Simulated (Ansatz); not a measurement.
# A hypothetical structure for Ca3RuS4, part 2 of 2

This structure for Ca3RuS4 is made up. Its elements were placed in a known structure type with a cell scaled to their sizes. What cell does the guess relax to, and how far off was it?

Ansatz 0.2.0; DFT, PBE, plane-wave PAW, files of the set soft_1, scalar-relativistic, no spin, cell and ions relaxed at zero pressure; PAW set soft_1 (the session's first sound run).

So far: The starting structure; Relaxing cell and atoms.

**2. Relaxing cell and atoms (continued)**

The shortest distance of each pair, which need not be the same contact before and after:

| pair | guess (Å) | relaxed (Å) |
| --- | --- | --- |
| Ru–S | 2.800 | 2.507 |
| Ca–S | 2.763 | 2.671 |
| S–S | 3.870 | 3.156 |
| Ca–Ca | 3.945 | 3.655 |
| Ca–Ru | 3.986 | 3.807 |

The relaxation ends with a largest force component of 0.0077 eV/Å and a pressure of 0.00 GPa.

**3. Electronic structure of the relaxed cell**

A second self-consistent run takes a narrower smearing and the mesh shown in its input; the bands follow along the standard path of the relaxed lattice.

This step: DFT, PBE, plane-wave PAW, files of the set soft_1, scalar-relativistic, no spin, bands and density of states at the relaxed cell; PAW set soft_1 (Ansatz 0.2.0).

Input file input.yaml:

```yaml
crystal:
  lattice:
    - [3.8954874025, 0.0, 0.0]
    - [0.0, 5.5365246278, 0.0]
    - [0.0, 0.0, 7.6132162875]
  atoms:
    - { symbol: Ru, position: [0.0, 0.5, 0.0] }
    - { symbol: Ca, position: [0.5, 0.0, 0.7599311918] }
    - { symbol: Ca, position: [0.0, 0.5, 0.5] }
    - { symbol: Ca, position: [0.5, 0.0, 0.2400688082] }
    - { symbol: S, position: [0.5, 0.5, 0.2072715853] }
    - { symbol: S, position: [0.0, 0.0, 0.0] }
    - { symbol: S, position: [0.5, 0.5, 0.7927284147] }
    - { symbol: S, position: [0.0, 0.0, 0.5] }
kpoints:
  mp_grid: { grid: [8, 6, 4] }
  band_path:
    path:
      - [[0.0, 0.0, 0.0], [0.5, 0.0, 0.0], [0.5, 0.5, 0.0], [0.0, 0.5, 0.0], [0.0, 0.0, 0.0], [0.0, 0.0, 0.5], [0.5, 0.0, 0.5], [0.5, 0.5, 0.5], [0.0, 0.5, 0.5], [0.0, 0.0, 0.5]]
      - [[0.0, 0.5, 0.0], [0.0, 0.5, 0.5]]
      - [[0.5, 0.0, 0.5], [0.5, 0.0, 0.0]]
      - [[0.5, 0.5, 0.0], [0.5, 0.5, 0.5]]
    npoints: 6
scf:
  occupations: { method: fermi_dirac, width: 0.03 }
  n_extra_bands: 12
hamiltonian:
  xc: pbe
  pseudopotentials: { kind: paw, azcp: { folder: soft_1 } }
output:
  forces: true
  stress: true
  write_bands: true
  dos: { projected: true }
  write_density: true
  write_potential: true
  elf: true
  volumetric_format: npy
```

On the command line:

```console
ansatz run input.yaml --threads 4 --pin off --max-ram 10240MiB --backend cpu --events-out ev --progress --plain --runs-dir out
```

Numbers of over 12 decimals in the logs are rounded to 6 here.

The program printed:

```text
[...]
Crystal: 8 atoms, lattice volume = 164.198 Å³
Basis set: ecut = 420 eV, 3227 PW (Γ), exchange–correlation on 54×80×108 points (8 copies of the dense FFT grid, shifted against one another)
Bands: 47, of which v1, the nominal top of the filled ones, is band 35 counted from 1 (34 counted from 0)
Symmetry: 8 space group operations
[...]
k-points: 60 of 192
[...]
SCF iter   1: F=—  HF=-14969.208597 eV  |F-HF|=—  |Δ(HF+E_count)|=         —  Δρ=2.24e-1  dr2=3.18e2  ethr=3.10e-3  ⟨swp⟩=12.8  Hψ=17286  notcnv=0  defer=1
[...]
SCF iter  14: F=-14949.268951 eV  HF=-14949.268951 eV  |F-HF|=4.80e-9  |Δ(HF+E_count)|=   1.24e-8  Δρ=1.92e-6  dr2=1.22e-8  ethr=1.43e-10  ⟨swp⟩=20.1  Hψ=23881  notcnv=0
SCF 1 converged in 14 iterations: F = -14949.268951 eV  dr2 = 1.22e-8
[...]
NSCF: frozen V_eff on 76 k-points
SCF converged after 14 iterations
Free energy (F): -14949.268951 eV
[...]
Internal energy: -14949.256276 eV  (E = F + TS)
E sigma→0 (E₀):  -14949.262613 eV
Entropy (-TS):   -0.012675 eV (-1.584 meV/atom)
Fermi energy:    9.041617 eV
[...]
--- Forces (eV/Å), atoms counted from 1 ---
  atom   1  Ru    -0.00000000     0.00000000     0.00000000
  atom   2  Ca     0.00000000     0.00000000    -0.00814878
  atom   3  Ca     0.00000000     0.00000000     0.00000000
  atom   4  Ca    -0.00000000     0.00000000     0.00814878
  atom   5  S     -0.00000000     0.00000000    -0.00060785
  atom   6  S     -0.00000000     0.00000000    -0.00000000
  atom   7  S      0.00000000     0.00000000     0.00060785
  atom   8  S      0.00000000     0.00000000    -0.00000000
  max |Σ_I F_I| component: 1.08e-19 eV/Å
--- Stress (GPa, compression-positive) ---
        0.085370      -0.000000      -0.000000
       -0.000000      -0.129679      -0.000000
       -0.000000      -0.000000       0.016988
  P = ⅓ Tr σ = -0.0091 GPa (-0.091 kbar)
--- Band table (eV; the first three rows and the last of 60) ---
  k-point 0: bands = [... 31 lower, 7.7887, 7.8240, 8.1010, 8.7085, 9.0413, 10.3914, 10.6442, 11.6535, ... 8 higher]
  k-point 1: bands = [... 31 lower, 7.5642, 8.0080, 8.1025, 8.8417, 9.0858, 10.7106, 10.8786, 11.5703, ... 8 higher]
  k-point 2: bands = [... 31 lower, 7.4262, 8.1006, 8.1039, 8.9430, 9.1300, 11.0910, 11.1039, 11.4216, ... 8 higher]
  k-point 59: bands = [... 31 lower, 6.4523, 8.3418, 8.6314, 9.0497, 10.2596, 11.2104, 12.5179, 12.5786, ... 8 higher]
```

Elapsed: 12 s, on 4 threads of Intel Xeon Platinum 8375C at 2.90GHz (Ice Lake), shared host; peak memory 0.87 GiB; 45 s of CPU time.

Numbers from this step:

- free energy: -14949.2690 eV
- energy at zero smearing: -14949.2626 eV
- smearing term TS: 0.01268 eV
- Fermi energy: 9.042 eV
- pressure: -0.009107 GPa

From bands.tsv, the bands that come nearest the Fermi level along the path, at its corners, in eV from the Fermi level:

```tsv
point	band 32	band 33	band 34	band 35	band 36	band 37	band 38	band 39
Γ	-1.25	-1.22	-0.94	-0.33	0.00	1.35	1.60	2.61
X	-2.24	-1.37	-0.80	-0.36	-0.15	1.51	1.67	1.95
S	-2.65	-0.72	-0.41	0.03	1.47	1.91	2.93	3.54
Y	-1.82	-1.12	-0.24	0.16	1.29	1.64	1.65	2.97
Γ	-1.25	-1.22	-0.94	-0.33	0.00	1.35	1.60	2.61
Z	-1.62	-0.94	-0.94	-0.10	0.09	2.05	2.06	2.38
U	-2.39	-1.18	-0.75	-0.13	0.07	1.44	1.57	1.97
R	-2.59	-0.70	-0.41	0.01	1.22	2.17	3.48	3.54
T	-2.33	-0.84	-0.29	0.03	1.86	2.22	2.31	2.77
Z	-1.62	-0.94	-0.94	-0.10	0.09	2.05	2.06	2.38
Y	-1.82	-1.12	-0.24	0.16	1.29	1.64	1.65	2.97
T	-2.33	-0.84	-0.29	0.03	1.86	2.22	2.31	2.77
U	-2.39	-1.18	-0.75	-0.13	0.07	1.44	1.57	1.97
X	-2.24	-1.37	-0.80	-0.36	-0.15	1.51	1.67	1.95
S	-2.65	-0.72	-0.41	0.03	1.47	1.91	2.93	3.54
R	-2.59	-0.70	-0.41	0.01	1.22	2.17	3.48	3.54
```

States per cell as run, both spins, in windows of 1 eV, from dos.tsv (zero at the Fermi level):

```
from  to  total
  -8  -7   0.00
  -7  -6   0.00
  -6  -5   1.00
  -5  -4   6.74
  -4  -3   6.68
  -3  -2   8.80
  -2  -1   0.95
  -1   0   5.86
   0   1   1.16
   1   2   3.23
   2   3   3.45
   3   4   5.26
```

Below -8 eV lie 40.0 more states.

ELF in the ac plane at fractional y = 0.500, with atoms of Ru and Ca and S within 0.2 Å of it. It is the smooth field of the valence electrons, not physical close to the nuclei.

Ten even steps from '_' (0.02) to '@' (0.86), each cell a mean:
```
****++--::::------::::==++**
##++::..==**######**--..--++
++--..--%%@@%%%%@@@@##::..==
::::--##@@%%==::++@@@@**::::
::::==%%@@**____..##@@##--::
..::++%%@@**::..--%%@@##--..
__..--##%%@@%%##%%@@%%**::__
____..==##@@@@@@@@@@**--____
==--..__--##%%@@%%**::__..--
@@%%++..__--++**++::__::##%%
@@@@@@++..__..::..__..##@@@@
%%@@@@##..__________--%%@@@@
@@@@@@**..____..____::##@@@@
@@@@##--__..====--..__==%%@@
**++::__::**%%%%##==....--**
..____::**%%@@@@@@%%++..____
____::**%%@@@@@@@@@@%%++..__
__..==##@@##==--++%%%%##--..
..::++%%@@++____..##@@##--::
::::==##@@##::__--%%@@**--::
==::::++@@@@##**%%@@%%==..--
**==..::++%%%%%%%%##==..::++
**++==::::========--::--==**
++****==::..........--++****
```
Columns run along a (3.9 Å), rows up along c (7.6 Å). Atoms in or near the plane, at fractional coordinates: Ru at (0.00, 0.00), Ca at (0.00, 0.50), S at (0.50, 0.21), S at (0.50, 0.79).

Electrostatic potential energy in the ac plane at fractional y = 0.500, with atoms of Ru and Ca and S within 0.2 Å of it. With pseudopotentials it is smooth inside the atoms' cores, unlike the true potential.

Ten even steps from '0' (-68 eV) to '9' (11 eV), each cell a mean:
```
00279999998610
12589998999742
67899765689987
99998544468999
99997455458999
99997445458999
99998655579999
99999988899999
88999999999988
56789999999876
13589999998742
01478999998630
01579999998731
45789999999864
77899999999987
99999999999999
99999766689999
99998544468999
99997455458999
99997445458999
88998654579998
34789988899864
00379999999620
00269999998500
```
Columns run along a (3.9 Å; values clipped at the 3rd and 97th percentile), rows up along c (7.6 Å). Atoms in or near the plane, at fractional coordinates: Ru at (0.00, 0.00), Ca at (0.00, 0.50), S at (0.50, 0.21), S at (0.50, 0.79).

Valence density in the ac plane at fractional y = 0.500, with atoms of Ru and Ca and S within 0.2 Å of it. It is the smooth field of the valence electrons, not physical close to the nuclei.

Ten steps, logarithmic in the rise over the least value, from '_' (0 e/Å³) to '@' (12 e/Å³), each cell a mean:
```
@@@@##==--::::::::::--++%%@@
%%##++----------------==**##
++==------==========------==
::::::--==============--::::
....::--====--::======::....
____..::======--====--::..__
____..::--==========--..____
______..::--====----::..____
--::........::::::........::
**++--::..........__..::==++
%%##++--..__________..==**##
%%%%**==..__________::++##%%
%%%%**--..__________::==##%%
##**==::..__________..--++**
==--::........::........::--
........::::------::........
____..::--========--::..____
____..::--==========--::..__
__....--====--::======::....
::::::--======--======--::::
==------============--------
##**==--------==--------++**
@@%%**==--::::::::::--++##%%
@@@@##++--........::--**%%@@
```
Columns run along a (3.9 Å), rows up along c (7.6 Å). Atoms in or near the plane, at fractional coordinates: Ru at (0.00, 0.00), Ca at (0.00, 0.50), S at (0.50, 0.21), S at (0.50, 0.79).

**4. What came out**

```yaml
space_group_relaxed: Pmmm
conventional_cell: a = 3.895, b = 5.537, c = 7.613 Å; α = 90.0°, β = 90.0°, γ = 90.0°
volume_per_atom: 20.52 Å³ (guess 22.42)
```

Ca3RuS4 relaxes to Pmmm with a = 3.895, b = 5.537 and c = 7.613 Å. The guessed volume was 9 % too large. The space group Pmmm was held in the relaxation, so the end point is a stationary structure within it and may be a saddle against distortions or other arrangements. Bands cross the Fermi level, so it is a metal or semimetal at this level. Semilocal functionals can close a small real gap, so this isn't settled for compounds with anions. On the 8×6×4 mesh with the narrower smearing (relaxed on 7×5×4) the largest force component is 0.008 eV/Å and the largest stress component is 0.130 GPa, against the relaxation's thresholds of 0.015 eV/Å and 0.05 GPa. The cutoff wasn't tested. No dispersion term is used, so weakly bound directions may come out too long. The runs have no spin, and magnetism wasn't tested. Nothing here tests whether the compound is stable against decomposition.

[Logs are printed without paths, hosts, clocks, repeated set-up lines and the standing remarks that a program may print on its own settings, such as how far it seeks lower states.]

[Hosts, paths, dates, database ids (printed as entryN), source tags and the programs' standing remarks are cut or masked in the printed files.]
